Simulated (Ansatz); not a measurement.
# (LiCl)1(MgS)3 [001] superlattice, started as rocksalt type: phonons and vibrational spectra, part 2 of 2

Aim: the vibrations of (LiCl)1(MgS)3 [001] superlattice, started as rocksalt type, their spectra, and whether the structure is stable.

Ansatz 0.2.0; DFT PBE, scalar-relativistic, plane waves, PAW.

So far. Step 3 (Relaxing to small forces for the phonons): The largest force component left is 0.40 meV/Å and the pressure is 0.001 GPa, within the tolerances set. The cell now holds 17.74 Å³/atom. The relaxed cell has a = 3.676, c = 10.504 Å (conventional setting).

The structure was built from a prototype and need not be the compound's stable phase.

## (4) Zone-centre response

The zone centre is the only wavevector solved here; it holds the modes that light can see, as far as symmetry allows. The response to a homogeneous field gives the Born charges and the dielectric tensor, and its change with displacement the Raman tensors.

input.yaml reads:

```yaml
crystal:
  lattice:
    - [2.5993610495, 2.5993610495, 0.0]
    - [-2.5993610495, 2.5993610495, 0.0]
    - [0.0, 0.0, 10.5039034463]
  atoms:
    - { symbol: Cl, position: [0.5, 0.5, 0.0] }
    - { symbol: Li, position: [0.0, 0.0, 0.0] }
    - { symbol: Mg, position: [0.5, 0.5, 0.2552928592] }
    - { symbol: Mg, position: [0.0, 0.0, 0.5] }
    - { symbol: Mg, position: [0.5, 0.5, 0.7447071408] }
    - { symbol: S, position: [0.0, 0.0, 0.2481599491] }
    - { symbol: S, position: [0.5, 0.5, 0.5] }
    - { symbol: S, position: [0.0, 0.0, 0.7518400509] }
kpoints:
  mp_grid: { grid: [8, 8, 2] }
hamiltonian:
  xc: pbe
scf:
  occupations: { method: fixed }
output:
  eigenvalues: true
phonons:
  method: dfpt
  dielectric: true
  rigid_motions: translations
  raman: true
```

Run with:

```bash
ansatz run input.yaml --threads 4 --pin off --max-ram 14336MiB --backend cpu --events-out ev --progress --plain --runs-dir out
```

Numbers of over 12 decimals in the logs are rounded to 6 here.

The log of the run:

```text
[...]
Crystal: 8 atoms, lattice volume = 141.943 Å³
Basis set: ecut = 420 eV, 2811 PW (Γ), exchange–correlation on 50×50×144 points (8 copies of the dense FFT grid, shifted against one another)
Bands: 37, of which v1, the nominal top of the filled ones, is band 29 counted from 1 (28 counted from 0)
Symmetry: 16 space group operations
k-points: 42 of 128 (irreducible under 2 space group operations, time reversal used)
[...]
SCF iter   1: F=—  HF=-9773.905002 eV  |F-HF|=—  |Δ(HF+E_count)|=         —  Δρ=8.76e-4  dr2=5.71e-3  ethr=1.77e-3  ⟨swp⟩=4.6  Hψ=5495  notcnv=0  defer=214
[...]
SCF iter   8: F=-9773.900462 eV  HF=-9773.900462 eV  |F-HF|=1.27e-11  |Δ(HF+E_count)|=  6.98e-10  Δρ=1.18e-7  dr2=2.32e-11  ethr=1.00e-12  ⟨swp⟩=14.4  Hψ=10099  notcnv=0
SCF 1 converged in 8 iterations: F = -9773.900462 eV  dr2 = 2.32e-11
[...]
DFPT response loops at Γ: preconditioner auto → Resta (q_TF=auto, 2.350 Å⁻¹)  ε∞=4.6 (no band partly filled); β = 1.00, the filter's whole step (`scf.mixing.beta` (0.50) is not read by the response loops at its default; to damp them type it under 1.00, their step now; it binds the ground state too); Broyden in place of MSR1
── the response to a field inside a basis, on 10×10×6 k-points: an SCF that follows is theirs, and a resumed run solves both again ──
Bands: 30, of which v1, the nominal top of the filled ones, is band 29 counted from 1 (28 counted from 0)
k-points: 45
[...]
Eigensolver: Dense (45 Hₖ)
SCF iter   1: F=—  HF=-9773.841655 eV  |F-HF|=—  |Δ(HF+E_count)|=         —  Δρ=2.83e-4  dr2=2.51e-5  ethr=1.00e-1
[...]
SCF iter   5: F=-9773.841699 eV  HF=-9773.841699 eV  |F-HF|=4.91e-11  |Δ(HF+E_count)|=   3.85e-9  Δρ=2.66e-7  dr2=9.71e-11  ethr=6.65e-12
SCF 1 converged in 5 iterations: F = -9773.841699 eV  dr2 = 9.71e-11
[...]
WARN: field response: ε∞ stands inside a basis, on 10×10×6 points; the force constants stand on the 8×8×2 k-mesh, whose period is 12.88 times the interband length at k = (0.0000, 0.0000, 0.0000), direct gap 3.325 eV, under 14: take them and everything formed from them as unconverged, and compare with a denser kpoints.mp_grid
SCF converged after 8 iterations
Free energy (F): -9773.900462 eV
[...]
Internal energy: -9773.900462 eV  (E = F + TS)
E sigma→0 (E₀):  -9773.900462 eV
Fermi energy:    5.336632 eV
[...]
--- Band table (eV; the first three rows and the last of 42) ---
  k-point 0: bands = [... 25 lower, 4.7270, 5.2055, 5.3366, 5.3366, 8.6620, 9.3164, 10.1855, 10.3682, ... 4 higher]
  k-point 1: bands = [... 25 lower, 4.8572, 4.8572, 5.2517, 5.2517, 8.9781, 9.5809, 10.0133, 10.2676, ... 4 higher]
  k-point 2: bands = [... 25 lower, 4.7338, 4.7775, 5.1398, 5.3336, 9.1365, 9.8188, 10.6399, 10.8035, ... 4 higher]
  k-point 41: bands = [... 25 lower, 3.3231, 3.3890, 3.8552, 4.2490, 8.9629, 9.0724, 9.3307, 10.8478, ... 4 higher]
--- Phonons (Γ-DFPT): 12 representative perturbations + reference, on 42 of 128 k-points (Σ response iterations 37) ---
  k mesh reduced under 2 symmetry operations, with k and −k counted as one. Each operation leaves every solved perturbation unchanged. A smaller set is not considered because the run solves the response to a homogeneous field
  ASR residual: 1.372e-3 → 0.000e0 eV/Å²; symmetrization residual: 3.012e-6 eV/Å²
  ASR residual per site (eV/Å²): 1.45e-4 1.37e-3 8.47e-4 4.69e-4 8.47e-4 3.44e-4 1.79e-4 3.44e-4
  Γ frequencies (cm⁻¹): 0.00 0.00 0.00 101.83 101.83 106.12 106.12 127.79 127.79 153.79 173.80 173.80 183.98 184.07 221.67 238.43 238.43 244.33 244.33 259.04 259.04 266.54 290.83 322.32
  ε∞ (high-frequency dielectric tensor):
        4.806665    -0.000000     0.000000
       -0.000000     4.806665     0.000000
        0.000000     0.000000     4.518891
  ε⁰ (static dielectric tensor: ions relaxed, cell fixed):
       15.490366     0.000000    -0.000000
        0.000000    15.490366    -0.000000
       -0.000000    -0.000000    17.000344
  ε⁰ − ε∞ (ionic part):
       10.683700     0.000000    -0.000000
        0.000000    10.683700    -0.000000
       -0.000000    -0.000000    12.481454
  softest optical mode at Γ: 101.83 cm⁻¹; the repairs (sum rule, projections) moved no ω² at Γ by more than (7.52 cm⁻¹)²
  Born effective charges Z* (e; rows j = field, columns β = displacement):
    site 0:
        -1.20973    0.00000    0.00000
        -0.00000   -1.20973    0.00000
         0.00000    0.00000   -2.06736
    site 1:
         1.13053    0.00000    0.00000
         0.00000    1.13053    0.00000
         0.00000    0.00000    1.51576
    site 2:
         2.39562    0.00000    0.00000
        -0.00000    2.39562    0.00000
        -0.00000   -0.00000    2.16848
    site 3:
         2.33644   -0.00000    0.00000
        -0.00000    2.33644    0.00000
         0.00000    0.00000    1.92134
    site 4:
         2.39562    0.00000    0.00000
        -0.00000    2.39562    0.00000
         0.00000    0.00000    2.16848
    site 5:
        -2.38222    0.00000    0.00000
         0.00000   -2.38222   -0.00000
        -0.00000   -0.00000   -1.88142
    site 6:
        -2.28406   -0.00000    0.00000
        -0.00000   -2.28406    0.00000
         0.00000    0.00000   -1.94386
    site 7:
        -2.38222    0.00000   -0.00000
         0.00000   -2.38222    0.00000
         0.00000    0.00000   -1.88142
  Z* charge neutrality: 1.172e-2 e pre-enforcement
  solved inside a basis spanned on kpoints, on 10×10×6 k-points transformed towards the longest dipole: ε∞ is read to err by 1.7e-2, Z* by 1.3e-2 e (field_mesh: kpoints solves on kpoints); Z* is corrected for what the basis lacks
  Raman tensors (in the event stream and the table raman_tensors.tsv): an entry may err by 1.1e-1 Å², one of the second-order susceptibility by 5.1e-19 pm/V (basis, points and sum rule); their sum over the sites missed zero by 1.110e-16 Å² ahead of its enforcement
  optical modes at Γ without the LO–TO term, one row a degenerate level:
      ω (cm⁻¹)  modes    IR ((D/Å)²/amu)  static Raman (Å⁴/amu)  depolarisation
        101.83      2             0.0000                 0.0606           0.750
        106.12      2             0.4891                 0.0000               —
        127.79      2             0.7514                 0.0000               —
        153.79      1             9.7080                 0.0000               —
        173.80      2            12.0175                 0.0000               —
        183.98      1             0.0000                12.1420           0.060
        184.07      1             0.1134                 0.0000               —
        221.67      1            19.9206                 0.0000               —
        238.43      2            53.1412                 0.0000               —
        244.33      2             0.0000                 0.4604           0.750
        259.04      2             0.0004                 0.0000               —
        266.54      1             0.5772                 0.0000               —
        290.83      1             0.0000                 1.5185           0.000
        322.32      1             0.3447                 0.0000               —
  optical modes at Γ + LO–TO along q̂ = [1.0000, 0.0000, 0.0000]:
      ω (cm⁻¹)  modes    IR ((D/Å)²/amu)  static Raman (Å⁴/amu)  depolarisation
        101.83      2             0.0000                 0.0606           0.750
        106.12      1             0.2445                 0.0000               —
        107.00      1             0.0147                 0.0000               —
        127.79      1             0.3757                 0.0000               —
        128.85      1             0.0201                 0.0000               —
        153.79      1             9.7080                 0.0000               —
        173.80      1             6.0088                 0.0000               —
        183.98      1             0.0000                12.1420           0.060
        184.07      1             0.1134                 0.0000               —
        185.21      1             0.2484                 0.0000               —
        221.67      1            19.9206                 0.0000               —
        238.43      1            26.5706                 0.0000               —
        244.33      2             0.0000                 0.4604           0.750
        259.04      1             0.0000                 0.0000               —
        259.04      1             0.0002                 0.0000               —
        266.54      1             0.5772                 0.0000               —
        290.83      1             0.0000                 1.5185           0.000
        322.32      1             0.3447                 0.0000               —
        395.07      1            32.9167                 0.0000               —
  optical modes at Γ + LO–TO along q̂ = [0.0000, 1.0000, 0.0000]:
      ω (cm⁻¹)  modes    IR ((D/Å)²/amu)  static Raman (Å⁴/amu)  depolarisation
        101.83      2             0.0000                 0.0606           0.750
        106.12      1             0.2445                 0.0000               —
        107.00      1             0.0147                 0.0000               —
        127.79      1             0.3757                 0.0000               —
        128.85      1             0.0201                 0.0000               —
        153.79      1             9.7080                 0.0000               —
        173.80      1             6.0088                 0.0000               —
        183.98      1             0.0000                12.1420           0.060
        184.07      1             0.1134                 0.0000               —
        185.21      1             0.2484                 0.0000               —
        221.67      1            19.9206                 0.0000               —
        238.43      1            26.5706                 0.0000               —
        244.33      2             0.0000                 0.4604           0.750
        259.04      1             0.0000                 0.0000               —
        259.04      1             0.0002                 0.0000               —
        266.54      1             0.5772                 0.0000               —
        290.83      1             0.0000                 1.5185           0.000
        322.32      1             0.3447                 0.0000               —
        395.07      1            32.9167                 0.0000               —
  optical modes at Γ + LO–TO along q̂ = [0.0000, 0.0000, 1.0000]:
      ω (cm⁻¹)  modes    IR ((D/Å)²/amu)  static Raman (Å⁴/amu)  depolarisation
        101.83      2             0.0000                 0.0606           0.750
        106.12      2             0.4891                 0.0000               —
        127.79      2             0.7514                 0.0000               —
        173.80      2            12.0175                 0.0000               —
        174.60      1             0.3284                 0.0000               —
        183.98      1             0.0000                12.1420           0.060
        184.50      1             0.0198                 0.0000               —
        238.43      2            53.1412                 0.0000               —
        244.33      2             0.0000                 0.4604           0.750
        259.04      2             0.0004                 0.0000               —
        265.24      1             0.0713                 0.0000               —
        290.83      1             0.0000                 1.5185           0.000
        319.85      1             0.6174                 0.0000               —
        382.60      1            29.6272                 0.0000               —
```

Elapsed: 7.2 min, on 4 threads of Arm Neoverse V1, shared host; peak memory 2.3 GiB; 27 min of CPU time.

Numbers from this step:

```yaml
sum_rule_residual_before_enforcement: 0.001372 eV/Å²
miss_of_the_charge_sum_rule: 0.01172 e
estimated_error_of_the_dielectric_tensor: 0.01694
estimated_error_of_the_born_charges: 0.01298 e
point_group: 4/mmm
highest_optical_mode_at_the_zone_centre_no_lo_to_term: 322.3 cm⁻¹
lowest_optical_zone_centre_mode: 101.8 cm⁻¹
mean_high_frequency_dielectric_constant: 4.711
largest_born_charge_third_of_the_trace: 2.320 e
mean_static_dielectric_constant: 15.99
top_of_the_zone_centre_spectrum_with_the_field: 395.1 cm⁻¹
```

Without the LO-TO term. Patterns of degenerate modes are one choice out of their space. The modes at Γ (shares of kinetic energy by element, %):

```csv
mode,frequency (cm⁻¹),symmetry,Cl %,Li %,Mg %,S %
1,0.0,acoustic,17,3,34,45
2,0.0,acoustic,17,3,34,45
3,0.0,acoustic,17,3,34,45
4,101.8,Eg,0,0,54,46
5,101.8,Eg,0,0,54,46
6,106.1,Eu,62,6,16,16
7,106.1,Eu,62,6,16,16
8,127.8,Eu,10,1,54,35
9,127.8,Eu,10,1,54,35
10,153.8,A2u,55,1,36,8
11,173.8,Eu,10,89,0,0
12,173.8,Eu,10,89,0,0
13,184.0,A1g,0,0,42,58
14,184.1,A2u,9,3,70,18
15,221.7,A2u,2,55,11,32
16,238.4,Eu,1,0,53,46
17,238.4,Eu,1,0,53,46
18,244.3,Eg,0,0,46,54
19,244.3,Eg,0,0,46,54
20,259.0,Eu,0,0,42,57
21,259.0,Eu,0,0,42,57
22,266.5,A2u,12,7,29,52
23,290.8,A1g,0,0,58,42
24,322.3,A2u,5,30,20,45
```

Displacements in mode 5 (101.8 cm⁻¹), the largest set to 1:
```
Cl1  0.00  0.00  0.00
Li2  0.00  0.00  0.00
Mg3  1.00  0.03  0.00
Mg4  0.00  0.00  0.00
Mg5 -1.00 -0.03  0.00
S6   0.80  0.02  0.00
S7   0.00  0.00  0.00
S8  -0.80 -0.02  0.00
```

Displacements in mode 10 (153.8 cm⁻¹), the largest set to 1:
```
Cl1  0.00  0.00  1.00
Li2  0.00  0.00  0.35
Mg3  0.00  0.00 -0.57
Mg4  0.00  0.00 -0.53
Mg5  0.00  0.00 -0.57
S6   0.00  0.00  0.19
S7   0.00  0.00 -0.29
S8   0.00  0.00  0.19
```

Optical modes at the zone centre, without and with the macroscopic field of the longitudinal modes; each column is sorted by frequency, so a row need not hold one and the same mode. Modes with and without the field, by row:

```csv
rank among optical modes,no field (cm⁻¹),"q along (1, 0, 0) (cm⁻¹)","q along (0, 0, 1) (cm⁻¹)"
1,101.8,101.8,101.8
2,101.8,101.8,101.8
3,106.1,106.1,106.1
4,106.1,107,106.1
5,127.8,127.8,127.8
6,127.8,128.8,127.8
7,153.8,153.8,173.8
8,173.8,173.8,173.8
9,173.8,184,174.6
10,184,184.1,184
11,184.1,185.2,184.5
12,221.7,221.7,238.4
13,238.4,238.4,238.4
14,238.4,244.3,244.3
15,244.3,244.3,244.3
16,244.3,259,259
17,259,259,259
18,259,266.5,265.2
19,266.5,290.8,290.8
20,290.8,322.3,319.9
21,322.3,395.1,382.6
```

Born charge (rows field, columns displacement) (e), principal values of the symmetric part by kind of site:

```csv
atom,atoms with these values,low,middle,high,mean
Cl1,1,-2.07,-1.21,-1.21,-1.50
Li2,1,1.13,1.13,1.52,1.26
Mg3,2,2.17,2.40,2.40,2.32
Mg4,1,1.92,2.34,2.34,2.20
S6,2,-2.38,-2.38,-1.88,-2.22
S7,1,-2.28,-2.28,-1.94,-2.17
```

In full for S6:

```
-2.38  0.00  0.00
 0.00 -2.38  0.00
 0.00  0.00 -1.88
```

High-frequency dielectric tensor:

```
4.81 0.00 0.00
0.00 4.81 0.00
0.00 0.00 4.52
```

Static dielectric tensor (ions relaxed, fixed cell):

```
15.49  0.00  0.00
 0.00 15.49  0.00
 0.00  0.00 17.00
```

Transverse modes. Infrared lines, with heights relative to the strongest:

```csv
position (cm⁻¹),lines merged,relative intensity
102,1,0.0
106,1,0.9
128,1,1.4
154,1,18
174,1,23
184,2,0.2
222,1,37
238,1,100
244,1,0.0
259,1,0.0
266,1,1.1
291,1,0.0
322,1,0.6
```

Activity x (w_L - w)^4 (n + 1)/w, 532 nm, 300 K; modes without the macroscopic field alone. Raman lines, with heights relative to the strongest:

```csv
position (cm⁻¹),lines merged,relative intensity
102,1,1.4
106,1,0.0
128,1,0.0
154,1,0.0
174,1,0.0
184,2,100
222,1,0.0
238,1,0.0
244,1,2.4
259,1,0.0
266,1,0.0
291,1,6.0
322,1,0.0
```

Before it was imposed, the acoustic sum rule was missed by 0.0014 eV/Å² and the charge sum rule by 0.012 e. Small misses are needed for a sound result but don't prove that mesh and cutoff are converged. The lowest optical mode is real, 102 cm⁻¹.

The log warns of the k mesh: “the force constants stand on the 8×8×2 k-mesh, whose period is 12.88 times the interband length at k = (0.0000, 0.0000, 0.0000), direct gap 3.325 eV, under 14: take them and everything formed from them as unconverged”.

## (5) Another isotope, element Cl, natural mass 35.45 amu

An isotope changes the mass and not the force constants, so no new electronic calculation is needed; the shifts show which modes move this element.

The same force constants with the mass of Cl changed from 35.450 to 36.966 u (phonopy, no LO-TO term). Both lists are sorted by frequency; levels can cross, so a row need not hold one and the same mode. Modes under 3 cm⁻¹ are left out. Isotope shifts, by row:

```csv
q,rank,natural mass (cm⁻¹),changed mass (cm⁻¹)
0 0 0,4,101.8,101.8
0 0 0,5,101.8,101.8
0 0 0,6,106.1,104.7
0 0 0,7,106.1,104.7
0 0 0,8,127.8,127.5
0 0 0,9,127.8,127.5
0 0 0,10,153.8,152
0 0 0,11,173.8,173.4
0 0 0,12,173.8,173.4
0 0 0,13,184,183.8
0 0 0,14,184.1,184
0 0 0,15,221.7,221.6
0 0 0,16,238.4,238.4
0 0 0,17,238.4,238.4
0 0 0,18,244.3,244.3
0 0 0,19,244.3,244.3
0 0 0,20,259,259
0 0 0,21,259,259
0 0 0,22,266.5,265.9
0 0 0,23,290.8,290.8
0 0 0,24,322.3,322
```

A mode of this element alone would shift by -2.07 %. The highest zone-centre frequency without the field goes from 322.3 to 322.0 cm⁻¹ (-0.1 %). The product of the frequency ratios over all optical modes at Γ is 0.949; the product rule, (m/m′)^(3k/2) (M′/M)^(3/2) with k = 1 such atoms and M the mass of the cell, gives 0.949.

## (6) Isotope substitution, element Li, natural mass 6.94 amu

The same for Li, from 6.94 to 6.02 u.

A mode of this element alone would shift by +7.41 %. The highest zone-centre frequency without the field goes from 322.3 to 330.4 cm⁻¹ (+2.5 %). The product of the frequency ratios over all optical modes at Γ is 1.231; the product rule, (m/m′)^(3k/2) (M′/M)^(3/2) with k = 1 such atoms and M the mass of the cell, gives 1.231.

## (7) Isotope substitution, element Mg, natural mass 24.305 amu

The same for Mg, from 24.30 to 25.98 u.

A mode of this element alone would shift by -3.28 %. The highest zone-centre frequency without the field goes from 322.3 to 320.3 cm⁻¹ (-0.6 %). The product of the frequency ratios over all optical modes at Γ is 0.767; the product rule, (m/m′)^(3k/2) (M′/M)^(3/2) with k = 3 such atoms and M the mass of the cell, gives 0.767.

## (8) Another isotope, element S, natural mass 32.06 amu

The same for S, from 32.06 to 33.97 u.

A mode of this element alone would shift by -2.85 %. The highest zone-centre frequency without the field goes from 322.3 to 318.4 cm⁻¹ (-1.2 %). The product of the frequency ratios over all optical modes at Γ is 0.802; the product rule, (m/m′)^(3k/2) (M′/M)^(3/2) with k = 3 such atoms and M the mass of the cell, gives 0.802.

## (9) What came out

```json
{"space group after relaxation (within 0.01 Å)": "P4/mmm", "volume per atom": "17.7 Å³", "gap on the k-mesh": "2.83 eV", "highest optical mode at the zone centre (no LO-TO term)": "322 cm⁻¹", "top of the zone-centre spectrum with the field": "395 cm⁻¹", "lowest optical zone-centre mode": "102 cm⁻¹", "mean high-frequency dielectric constant": "4.71", "mean static dielectric constant": "16.0", "largest Born charge (third of the trace)": "2.32 e", "imaginary modes at Γ (the only wavevector solved)": "none"}
```

In words: The structure is stable against zone-centre distortions, since no mode there is imaginary; other wavevectors were not solved, so zone-boundary instabilities are untested. Without the field, the optical modes at Γ span 102 to 322 cm⁻¹. No dispersion was computed. The highest mode in this list at Γ, 322.3 cm⁻¹, has its largest share on S (45 % of the kinetic energy). With the macroscopic field of the longitudinal modes the top of the zone-centre spectrum lies at 395 cm⁻¹, against 322 cm⁻¹ without it. Lattice motion raises the mean dielectric constant from 4.711 to 15.99. The strongest infrared line is at 238 cm⁻¹. Averaged over orientations, the strongest Raman line at 532 nm and 300 K is at 184 cm⁻¹. With the field response the log warns that the k mesh is coarse for the force constants too, so the frequencies may not be converged. The starting cell was built on a prototype and not taken from a measurement, so the phase need not exist. These are harmonic frequencies at zero temperature: anharmonic shifts, linewidths and thermal expansion are left out.

[Logs are printed without paths, hosts, clocks, repeated set-up lines and the standing remarks that a program may print on its own settings, such as how far it seeks lower states.]

[Hosts, paths, dates, database ids (printed as entryN), source tags and the programs' standing remarks are cut or masked in the printed files.]
